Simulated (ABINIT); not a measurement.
**A GW chain in ABINIT: LiH (Fm-3m)**

Wanted: ground state, empty states, screening and self-energy for LiH (Fm-3m).

Main program and level: ABINIT 10.8.3; PBE and many-body steps on it, plane waves.

The database entry behind the starting cell differs from later determinations by our own check (the deuteride, about 0.2 % short), so it need not match the best structure at ambient conditions.

### 1. Starting point

The structure is cubic, space group Fm-3m (No. 225). Conventional cell: a = 4.074 Å, b = 4.074 Å, c = 4.074 Å, α = 90.00°, β = 90.00°, γ = 90.00°. Li has 6 H at 2.04 Å nearest. H has 6 Li at 2.04 Å nearest. Farther neighbours are not listed.

The cell and positions come from the Crystallography Open Database and are kept as given unless a step says otherwise.

### 2. Ground state

This step: ABINIT 10.8.3; DFT, PBE, plane waves, norm-conserving pseudopotentials.

The ground-state density comes first.

run.abi

```
acell 3*1.0 Angstrom
rprim 
  0.000000000000 2.036750000000 2.036750000000
  2.036750000000 -0.000000000000 2.036750000000
  2.036750000000 2.036750000000 -0.000000000000
ntypat 2
znucl 3 1
natom 2
typat 1 2
xred 
  0.000000000000 0.000000000000 0.000000000000
  0.500000000000 0.500000000000 0.500000000000
pp_dirpath "pseudos"
pseudos "Li.upf, H.upf"
ecut 33
ngkpt 8 8 8
nshiftk 1
shiftk 0 0 0
kptopt 1
chksymbreak 0
nband 7
occopt 1
tolvrs 1e-10
nstep 60
prtwf 0
optforces 0
optstress 0
indata_prefix "in"
outdata_prefix "out"
tmpdata_prefix "tmp"
```

On the command line:

```bash
OMP_NUM_THREADS=1 mpirun -n 8 abinit run.abi > log
```

Numbers of over 12 decimals in the logs are rounded to 6 here.

Log:

```text
.Version 10.8.3 of ABINIT. v10.8.2 released Aug 2026.

 Symmetries : space group Fm -3 m (#225); Bravais cF (face-center cubic)
================================================================================
 Values of the parameters that define the memory need of the present run
     intxc =       0    ionmov =       0      iscf =       7    lmnmax =       4
     lnmax =       4     mgfft =      30  mpssoang =       2    mqgrid =    3001
     natom =       2  nloc_mem =       1    nspden =       1   nspinor =       1
    nsppol =       1      nsym =      48    n1xccc =       0    ntypat =       2
    occopt =       1   xclevel =       2
-    mband =           7        mffmem =           1         mkmem =           4
       mpw =        1042          nfft =       27000          nkpt =          29
================================================================================
  Rough estimation (10% accuracy) of disk space for files :
================================================================================

--------------------------------------------------------------------------------
------------- Echo of variables that govern the present computation ------------
--------------------------------------------------------------------------------
 -outvars: echo values of preprocessed input variables --------
            acell      1.8897261259E+00  1.8897261259E+00  1.8897261259E+00 Bohr

      chksymbreak           0
             ecut      3.30000000E+01 Hartree
-          fftalg         312

              ixc     -101130
              kpt      0.00000000E+00  0.00000000E+00  0.00000000E+00
                       1.25000000E-01  0.00000000E+00  0.00000000E+00
                       2.50000000E-01  0.00000000E+00  0.00000000E+00
                       3.75000000E-01  0.00000000E+00  0.00000000E+00
                       5.00000000E-01  0.00000000E+00  0.00000000E+00
                       1.25000000E-01  1.25000000E-01  0.00000000E+00
                       2.50000000E-01  1.25000000E-01  0.00000000E+00
                       3.75000000E-01  1.25000000E-01  0.00000000E+00
                       5.00000000E-01  1.25000000E-01  0.00000000E+00
   [... 18 further rows ...]
                      -3.75000000E-01  5.00000000E-01  1.25000000E-01
                      -2.50000000E-01  5.00000000E-01  2.50000000E-01
         kptrlatt        8    0    0      0    8    0      0    0    8
          kptrlen      4.35453291E+01
P           mkmem           4
            natom           2
            nband           7
            ngfft          30      30      30
             nkpt          29
            nstep          60
             nsym          48
           ntypat           2
              occ      2.000000  2.000000  0.000000  0.000000  0.000000  0.000000
                       0.000000
        optforces           0
        optstress           0
            prtwf           0
            rprim      0.0000000000E+00  2.0367500000E+00  2.0367500000E+00
[...]
spgroup         225

           tolvrs      1.00000000E-10

             xred      0.0000000000E+00  0.0000000000E+00  0.0000000000E+00
[...]
znucl        3.00000    1.00000

================================================================================

 chkinp: Checking input parameters for consistency.

================================================================================
== DATASET  1 ==================================================================
-   mpi_nproc: 8, omp_nthreads: 1 (-1 if OMP is not activated)

--- !DatasetInfo
iteration_state: {dtset: 1, }
dimensions: {natom: 2, nkpt: 29, mband: 7, nsppol: 1, nspinor: 1, nspden: 1, mpw: 1042, }
cutoff_energies: {ecut:  33.0, pawecutdg:  -1.0, }
electrons: {nelect:   4.00000000E+00, charge:   0.00000000E+00, occopt:   1.00000000E+00, tsmear:   1.00000000E-02, }

 Real(R)+Recip(G) space primitive vectors, cartesian coordinates (Bohr,Bohr^-1):
 R(1)=  0.0000000  3.8488997  3.8488997  G(1)= -0.1299073  0.1299073  0.1299073
 R(2)=  3.8488997  0.0000000  3.8488997  G(2)=  0.1299073 -0.1299073  0.1299073
 R(3)=  3.8488997  3.8488997  0.0000000  G(3)=  0.1299073  0.1299073 -0.1299073
 Unit cell volume ucvol=  1.1403542E+02 bohr^3
 Angles (23,13,12)=  6.00000000E+01  6.00000000E+01  6.00000000E+01 degrees

 getcut: wavevector=  0.0000  0.0000  0.0000  ngfft=  30  30  30
         ecut(hartree)=     33.000   => boxcut(ratio)=   2.13368

--- Pseudopotential description ------------------------------------------------
- Li Generated using ONCVPSP code by D. R. Hamann
-  3.00000   3.00000  171031                  znucl, zion, pspdat
12 -101130 1 -1 1944                          pspcod,pspxc,lmax,lloc,mmax
     nproj     2     2
  pspatm : epsatm=    2.74360059
         --- l  ekb(1:nproj) -->
[...]
pspatm: atomic psp has been read  and splines computed

- H Generated using ONCVPSP code by D. R. Hamann
-  1.00000   1.00000  171031                  znucl, zion, pspdat
12 -101130 1 -1 1166                          pspcod,pspxc,lmax,lloc,mmax
     nproj     2     1
  pspatm : epsatm=    0.36186929
         --- l  ekb(1:nproj) -->
             0   -1.701123   -0.534484
             1   -0.503321
 pspatm: atomic psp has been read  and splines computed

   1.24218795E+01                                ecore*ucvol(ha*bohr**3)
--------------------------------------------------------------------------------

_setup2: Arith. and geom. avg. npw (full set) are    1032.553    1032.522

================================================================================

--- !BeginCycle
iteration_state: {dtset: 1, }
solver: {iscf: 7, nstep: 60, nline: 4, wfoptalg: 0, }
tolerances: {tolvrs: 1.00E-10, }

     iter   Etot(hartree)      deltaE(h)  residm     vres2
 ETOT  1  -7.811692    -7.812E+00 6.179E-02 2.587E+01
 ETOT  2  -7.817687    -5.995E-03 2.470E-04 4.040E-01
 ETOT  3  -7.817700    -1.248E-05 1.186E-04 6.596E-03
 ETOT  4  -7.817700    -1.199E-07 2.107E-04 1.152E-04
 ETOT  5  -7.817700    -3.355E-09 9.743E-05 1.581E-07
 ETOT  6  -7.817700    -7.535E-12 9.509E-05 2.306E-09
 ETOT  7  -7.817700    -1.954E-14 3.678E-05 2.465E-11

 At SCF step    7       vres2   =  2.47E-11 < tolvrs=  1.00E-10 =>converged.

--- !ResultsGS
iteration_state: {dtset: 1, }
comment   : Summary of ground state results
lattice_vectors:
- [  0.0000000,   3.8488997,   3.8488997, ]
- [  3.8488997,  -0.0000000,   3.8488997, ]
- [  3.8488997,   3.8488997,  -0.0000000, ]
lattice_lengths: [   5.44317,    5.44317,    5.44317, ]
lattice_angles: [ 60.000,  60.000,  60.000, ] # degrees, (23, 13, 12)
lattice_volume:   1.1403542E+02
convergence: {deltae: -1.954E-14, res2:  2.465E-11, residm:  3.678E-05, diffor:  0.000E+00, }
etotal    :  -7.81769999E+00
entropy   :   0.00000000E+00
fermie    :  -1.27892219E-02
cartesian_stress_tensor: null
pressure_GPa: null
xred      :
- [  0.0000E+00,   0.0000E+00,   0.0000E+00, Li]
- [  5.0000E-01,   5.0000E-01,   5.0000E-01,  H]
cartesian_forces: null
force_length_stats: {min: null, max: null, mean: null, }

 Integrated electronic density in atomic spheres:
 ------------------------------------------------
 Atom  Sphere_radius  Integrated_density
    1        2.00000          2.24993717
    2        2.00000          1.27207296
================================================================================

 ----iterations are completed or convergence reached----

 Mean square residual over all n,k,spin=   27.132E-08; max=  36.778E-06
 reduced coordinates (array xred) for    2 atoms
       0.000000000000      0.000000000000      0.000000000000
       0.500000000000      0.500000000000      0.500000000000
 rms dE/dt=  0.0000E+00; max dE/dt=  0.0000E+00; dE/dt below (all hartree)
    1       0.000000000000      0.000000000000      0.000000000000
    2       0.000000000000      0.000000000000      0.000000000000

 cartesian coordinates (angstrom) at end:
    1      0.000000     0.000000     0.000000
    2      2.036750     2.036750     2.036750
 length scales=  1.889726125908  1.889726125908  1.889726125908 bohr
              =  1.000000000000  1.000000000000  1.000000000000 angstroms
 prteigrs : about to open file out_EIG
 Fermi (or HOMO) energy (hartree) =  -0.01279   Average Vxc (hartree)=  -0.30380
 Eigenvalues (hartree) for nkpt=  29  k points:
 kpt#   1, nband=  7, wtk=  0.00195, kpt=  0.0000  0.0000  0.0000 (reduced coord)
  -1.64081   -0.20586    0.55593    0.62682    0.62682    0.62682    0.79790
 prteigrs : prtvol=0 or 1, do not print more k-points.

--- !EnergyTerms
iteration_state     : {dtset: 1, }
comment             : Components of total free energy in Hartree
kinetic             :  5.77687050537605E+00
hartree             :  1.64440145734382E+00
xc                  : -2.05284246565356E+00
Ewald energy        : -3.40272690322020E+00
psp_core            :  1.08930009251063E-01
local_psp           : -5.17068083719169E+00
non_local_psp       : -4.72165175675936E+00
total_energy        : -7.81769999085388E+00
total_energy_eV     : -2.12730454006327E+02
band_energy         : -3.46840377958160E+00

== END DATASET(S) ==============================================================
================================================================================

 -outvars: echo values of variables after computation  --------
           etotal     -7.8176999909E+00
            nband           7
             nkpt          29
          spgroup         225
 [... the other variables as echoed above ...]

 Calculation completed.
```

Wall time 1.8 s (8 MPI ranks of Arm Neoverse V2, shared host); peak memory 0.07 GiB.

This step gave:

```yaml
total_energy: -212.7305 eV
gap: 3.022 eV
k_of_the_valence_top: 0.5, 0.5, 0
k_of_the_conduction_bottom: 0.5, 0.5, 0
least_direct_gap: 3.022 eV
```

The gap is direct, at (0.500, 0.500, 0.000).

### 3. Bands along the symmetry lines

The cheap functional maps the bands first; the places of the edges decide which points the dearer methods must see.

run.abi

```
acell 3*1.0 Angstrom
rprim 
  0.000000000000 2.036750000000 2.036750000000
  2.036750000000 -0.000000000000 2.036750000000
  2.036750000000 2.036750000000 -0.000000000000
ntypat 2
znucl 3 1
natom 2
typat 1 2
xred 
  0.000000000000 0.000000000000 0.000000000000
  0.500000000000 0.500000000000 0.500000000000
pp_dirpath "pseudos"
pseudos "Li.upf, H.upf"
ecut 33
iscf -2
irdden 1
kptopt 0
nkpt 50
kpt 
  0.00000000 0.00000000 0.00000000
  0.06250000 0.00000000 0.06250000
  0.12500000 0.00000000 0.12500000
  0.18750000 0.00000000 0.18750000
  0.25000000 0.00000000 0.25000000
  0.31250000 0.00000000 0.31250000
  0.37500000 0.00000000 0.37500000
  0.43750000 0.00000000 0.43750000
  0.50000000 0.00000000 0.50000000
  0.51562500 0.03125000 0.51562500
  0.53125000 0.06250000 0.53125000
  0.54687500 0.09375000 0.54687500
  0.56250000 0.12500000 0.56250000
  0.57812500 0.15625000 0.57812500
  0.59375000 0.18750000 0.59375000
  0.60937500 0.21875000 0.60937500
  0.62500000 0.25000000 0.62500000
  0.37500000 0.37500000 0.75000000
  0.32812500 0.32812500 0.65625000
  0.28125000 0.28125000 0.56250000
  0.23437500 0.23437500 0.46875000
  0.18750000 0.18750000 0.37500000
  0.14062500 0.14062500 0.28125000
  0.09375000 0.09375000 0.18750000
  0.04687500 0.04687500 0.09375000
  0.00000000 0.00000000 0.00000000
  0.06250000 0.06250000 0.06250000
  0.12500000 0.12500000 0.12500000
  0.18750000 0.18750000 0.18750000
  0.25000000 0.25000000 0.25000000
  0.31250000 0.31250000 0.31250000
  0.37500000 0.37500000 0.37500000
  0.43750000 0.43750000 0.43750000
  0.50000000 0.50000000 0.50000000
  0.50000000 0.46875000 0.53125000
  0.50000000 0.43750000 0.56250000
  0.50000000 0.40625000 0.59375000
  0.50000000 0.37500000 0.62500000
  0.50000000 0.34375000 0.65625000
  0.50000000 0.31250000 0.68750000
  0.50000000 0.28125000 0.71875000
  0.50000000 0.25000000 0.75000000
  0.50000000 0.21875000 0.71875000
  0.50000000 0.18750000 0.68750000
  0.50000000 0.15625000 0.65625000
  0.50000000 0.12500000 0.62500000
  0.50000000 0.09375000 0.59375000
  0.50000000 0.06250000 0.56250000
  0.50000000 0.03125000 0.53125000
  0.50000000 0.00000000 0.50000000
istwfk *1
nband 9
nbdbuf 2
tolwfr 1e-08
nstep 40
prtwf 0
prtvol 0
indata_prefix "in"
outdata_prefix "out"
tmpdata_prefix "tmp"
```

Log:

```text
.Version 10.8.3 of ABINIT. v10.8.2 released Aug 2026.

 Symmetries : space group Fm -3 m (#225); Bravais cF (face-center cubic)
[... echo of the input left out ...]
== DATASET  1 ==================================================================
-   mpi_nproc: 8, omp_nthreads: 1 (-1 if OMP is not activated)

--- !DatasetInfo
iteration_state: {dtset: 1, }
dimensions: {natom: 2, nkpt: 50, mband: 9, nsppol: 1, nspinor: 1, nspden: 1, mpw: 1056, }
cutoff_energies: {ecut:  33.0, pawecutdg:  -1.0, }
electrons: {nelect:   4.00000000E+00, charge:   0.00000000E+00, occopt:   1.00000000E+00, tsmear:   1.00000000E-02, }

 Real(R)+Recip(G) space primitive vectors, cartesian coordinates (Bohr,Bohr^-1):
 R(1)=  0.0000000  3.8488997  3.8488997  G(1)= -0.1299073  0.1299073  0.1299073
 R(2)=  3.8488997  0.0000000  3.8488997  G(2)=  0.1299073 -0.1299073  0.1299073
 R(3)=  3.8488997  3.8488997  0.0000000  G(3)=  0.1299073  0.1299073 -0.1299073
 Unit cell volume ucvol=  1.1403542E+02 bohr^3
 Angles (23,13,12)=  6.00000000E+01  6.00000000E+01  6.00000000E+01 degrees

 getcut: wavevector=  0.0000  0.0000  0.0000  ngfft=  30  30  30
         ecut(hartree)=     33.000   => boxcut(ratio)=   2.13368

--- Pseudopotential description ------------------------------------------------
- Li Generated using ONCVPSP code by D. R. Hamann
-  3.00000   3.00000  171031                  znucl, zion, pspdat
12 -101130 1 -1 1944                          pspcod,pspxc,lmax,lloc,mmax
     nproj     2     2
  pspatm : epsatm=    2.74360059
         --- l  ekb(1:nproj) -->
             0   -4.951544   -1.544797
             1   -2.250661   -0.474685
 pspatm: atomic psp has been read  and splines computed

- H Generated using ONCVPSP code by D. R. Hamann
-  1.00000   1.00000  171031                  znucl, zion, pspdat
12 -101130 1 -1 1166                          pspcod,pspxc,lmax,lloc,mmax
     nproj     2     1
  pspatm : epsatm=    0.36186929
         --- l  ekb(1:nproj) -->
             0   -1.701123   -0.534484
             1   -0.503321
 pspatm: atomic psp has been read  and splines computed

--------------------------------------------------------------------------------

================================================================================
 prteigrs : about to open file out_EIG
 Non-SCF case, kpt    1 (  0.00000  0.00000  0.00000), residuals and eigenvalues=
  1.04E-09  5.73E-09  1.06E-09  9.15E-09  1.08E-09  6.52E-09  3.73E-09  6.83E-07
  9.41E-08
 -1.6408E+00 -2.0586E-01  5.5593E-01  6.2682E-01  6.2682E-01  6.2682E-01
[...]
Non-SCF case, kpt    2 (  0.06250  0.00000  0.06250), residuals and eigenvalues=
  4.88E-09  5.09E-09  3.30E-09  6.01E-10  5.35E-10  9.11E-10  8.80E-09  1.05E-07
  1.20E-07
 -1.6407E+00 -2.0249E-01  5.3564E-01  5.9928E-01  5.9928E-01  6.4245E-01
[...]
Non-SCF case, kpt    3 (  0.12500  0.00000  0.12500), residuals and eigenvalues=
  3.91E-09  2.31E-09  2.95E-09  8.49E-10  2.84E-09  5.00E-09  1.54E-09  2.70E-06
  8.58E-09
 -1.6405E+00 -1.9235E-01  4.9312E-01  5.4826E-01  5.4826E-01  6.5630E-01
[...]
Non-SCF case, kpt   49 (  0.50000  0.03125  0.53125), residuals and eigenvalues=
[...]
-1.6390E+00 -1.3086E-02  9.9547E-02  3.6416E-01  3.7742E-01  5.0546E-01
[...]
Non-SCF case, kpt   50 (  0.50000  0.00000  0.50000), residuals and eigenvalues=
[...]
-1.6390E+00 -1.2789E-02  9.8269E-02  3.7629E-01  3.7629E-01  4.9077E-01
[...]
--- !ResultsGS
iteration_state: {dtset: 1, }
comment   : Summary of ground state results
lattice_vectors:
- [  0.0000000,   3.8488997,   3.8488997, ]
- [  3.8488997,  -0.0000000,   3.8488997, ]
- [  3.8488997,   3.8488997,  -0.0000000, ]
lattice_lengths: [   5.44317,    5.44317,    5.44317, ]
lattice_angles: [ 60.000,  60.000,  60.000, ] # degrees, (23, 13, 12)
lattice_volume:   1.1403542E+02
convergence: {deltae:  0.000E+00, res2:  0.000E+00, residm:  9.990E-09, diffor:  0.000E+00, }
etotal    :  -7.81769999E+00
entropy   :   0.00000000E+00
fermie    :  -1.27892219E-02
cartesian_stress_tensor: null
pressure_GPa: null
xred      :
- [  0.0000E+00,   0.0000E+00,   0.0000E+00, Li]
- [  5.0000E-01,   5.0000E-01,   5.0000E-01,  H]
cartesian_forces: null
force_length_stats: {min: null, max: null, mean: null, }

 Integrated electronic density in atomic spheres:
 ------------------------------------------------
 Atom  Sphere_radius  Integrated_density
[...]
================================================================================

 ----iterations are completed or convergence reached----

 Mean square residual over all n,k,spin=   29.651E-10; max=  99.900E-10
 reduced coordinates (array xred) for    2 atoms
       0.000000000000      0.000000000000      0.000000000000
       0.500000000000      0.500000000000      0.500000000000

 cartesian coordinates (angstrom) at end:
    1      0.000000     0.000000     0.000000
    2      2.036750     2.036750     2.036750
 length scales=  1.889726125908  1.889726125908  1.889726125908 bohr
              =  1.000000000000  1.000000000000  1.000000000000 angstroms
 prteigrs : about to open file out_EIG
 Eigenvalues (hartree) for nkpt=  50  k points:
 kpt#   1, nband=  9, wtk=  1.00000, kpt=  0.0000  0.0000  0.0000 (reduced coord)
[...]
kpt#   2, nband=  9, wtk=  1.00000, kpt=  0.0625  0.0000  0.0625 (reduced coord)
[...]
kpt#   3, nband=  9, wtk=  1.00000, kpt=  0.1250  0.0000  0.1250 (reduced coord)
[...]
kpt#  49, nband=  9, wtk=  1.00000, kpt=  0.5000  0.0313  0.5313 (reduced coord)
  -1.63896   -0.01309    0.09955    0.36416    0.37742    0.50546    0.59859    1.20315
   1.22809
 kpt#  50, nband=  9, wtk=  1.00000, kpt=  0.5000  0.0000  0.5000 (reduced coord)
  -1.63897   -0.01279    0.09827    0.37629    0.37629    0.49077    0.59808    1.22697
   1.22753

== END DATASET(S) ==============================================================
================================================================================

 -outvars: echo values of variables after computation  --------
            nband           9
             nkpt          50
          spgroup         225
 [... the other variables as echoed above ...]

 Calculation completed.
```

Elapsed: 1.7 s, on 8 MPI ranks; peak memory 0.07 GiB.

Numbers from this step:

| Item | Value |
| --- | --- |
| gap | 3.022 eV |
| k of the valence top | 0.5, 0, 0.5 |
| k of the conduction bottom | 0.5, 0, 0.5 |
| least direct gap | 3.022 eV |

The gap is 3.022 eV, as in the run before at this level.

The electronic bands at the labelled points (eV, zero at the top of the highest filled band; v1 is the highest filled band, c1 the lowest empty one):

```csv
point,v2,v1,c1,c2,c3,c4
Γ,-44.30,-5.25,15.48,17.40,17.40,17.40
halfway,-44.28,-3.75,10.13,12.73,12.73,15.96
X,-44.25,0.00,3.02,10.59,10.59,13.70
halfway,-44.25,-0.08,3.30,8.96,10.86,15.50
U,-44.25,-0.47,4.13,7.41,11.68,15.68
jump to K,-44.25,-0.47,4.13,7.41,11.68,15.68
halfway,-44.27,-3.67,9.75,9.89,15.65,16.99
Γ,-44.30,-5.25,15.48,17.40,17.40,17.40
halfway,-44.28,-4.21,9.46,14.60,16.21,16.21
L,-44.26,-2.49,4.80,13.25,16.07,16.07
halfway,-44.26,-1.61,5.00,8.66,12.93,15.97
W,-44.25,-0.20,5.24,5.24,11.40,17.12
halfway,-44.25,-0.10,3.58,7.93,10.99,16.83
X,-44.25,0.00,3.02,10.59,10.59,13.70
```

The electronic bands as a text plot (rows in eV, shown from -8.0 to 9.0 only):

```
    8.7 |              ++     ++                      +       +
    8.0 |       ++       +    ++             ++              +
    7.2 |                 ++++                         +
    6.5 |                   ++                 +        +   +
    5.8 |         +                                      + +
    5.1 |                  +                    +++++++++++
    4.4 |                 +                                ++
    3.7 |          ++   ++                                   +
    3.0 |            +++                                      +++
    2.3 |
    1.6 |
    0.9 |
    0.2 |            ****                                  ******
   -0.6 |          **    **                             ***
   -1.3 |                  *                          **
   -2.0 |         *         **                      **
   -2.7 |       **            **                ****
   -3.4 |                       *            ***
   -4.1 |    ***                 **         *
   -4.8 | ***                      ***   ***
   -5.5 |*                            ***
   -6.2 |
   -6.9 |
   -7.6 |
         Γ           X  U|K            Γ         L        W     X
```

(Continued in part 2 of 2.)

[Paths, hosts, dates, memory and timing lines, banners, echoed tables and standing remarks are left out of the program output.]

[Logs are printed without paths, hosts, clocks, repeated set-up lines and the standing remarks that a program may print on its own settings, such as how far it seeks lower states.]

[Runs of the session that timed out or met a known fault of the program may be left out.]

[Hosts, paths, dates, database ids (printed as entryN), source tags and the programs' standing remarks are cut or masked in the printed files.]

[G0W0 gaps are taken among the corrected bands and points alone; a level outside them can change the order at an edge.]

[Where Ansatz stands beside ABINIT at settings called matched, ABINIT's density can come from a denser mesh and the files from another edition; pairs whose starting gaps differed by over 0.03 eV were left out, so agreement reads better than it is.]
